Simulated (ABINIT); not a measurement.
Planning a run of ABINIT 10.8.3 on Be3N2 (P6_3/mmc). The input:

```
acell 3*1.0 Angstrom
rprim 
  2.841679226310 0.000000000023 0.000000000000
  -1.420839613175 2.460966399380 0.000000000000
  0.000000000000 0.000000000000 9.746841010000
ntypat 2
znucl 4 7
natom 10
typat 1 1 1 1 1 1 2 2 2 2
xred 
  0.333333333333 0.666666666667 0.078485970000
  0.666666666667 0.333333333333 0.578485970000
  0.666666666667 0.333333333333 0.921514030000
  0.333333333333 0.666666666667 0.421514030000
  0.000000000000 0.000000000000 0.250000000000
  0.000000000000 0.000000000000 0.750000000000
  0.000000000000 0.000000000000 0.000000000000
  0.000000000000 0.000000000000 0.500000000000
  0.333333333333 0.666666666667 0.250000000000
  0.666666666667 0.333333333333 0.750000000000
pp_dirpath "pseudos"
pseudos "Be.upf, N.upf"
ecut 38
ngkpt 9 9 2
nshiftk 1
shiftk 0 0 0
kptopt 1
chksymbreak 0
nband 31
occopt 1
tolvrs 1e-10
nstep 60
prtwf 0
optforces 0
optstress 0
indata_prefix "in"
outdata_prefix "out"
tmpdata_prefix "tmp"
```

```sh
OMP_NUM_THREADS=1 mpirun -n 8 abinit run.abi > log
```

Q: Estimate wall time and host memory on 8 MPI ranks of INTEL XEON PLATINUM 8581C at 2.10GHz (Emerald Rapids), shared host.

It took 18 s; on shared hardware allow 8.9 s to 35 s. Peak host memory was 0.74 GiB.

[Long decimals in the printed logs are rounded to 6 places.]

[Logs are printed without paths, hosts, clocks, repeated set-up lines and the standing remarks that a program may print on its own settings, such as how far it seeks lower states.]

[Paths, hosts, dates, memory and timing lines, banners, echoed tables and standing remarks are left out of the program output; an Ansatz launch command may be rebuilt from the run's recorded settings. Measured values are a selection of at most five: reports struck by readers or far from the other reports are left out. None is set beside runs whose start may be inverted or whose files or cutoffs have a known fault.]

[Runs of the session that timed out or met a known fault of the program may be left out.]

[Hosts, paths, dates, database ids (printed as entryN), source tags and the programs' standing remarks are cut or masked in the printed files.]

[G0W0 gaps are taken among the corrected bands and points alone; a level outside them can change the order at an edge.]

[Where Ansatz stands beside ABINIT at settings called matched, ABINIT's density can come from a denser mesh and the files from another edition; pairs whose starting gaps differed by over 0.03 eV were left out, so agreement reads better than it is.]
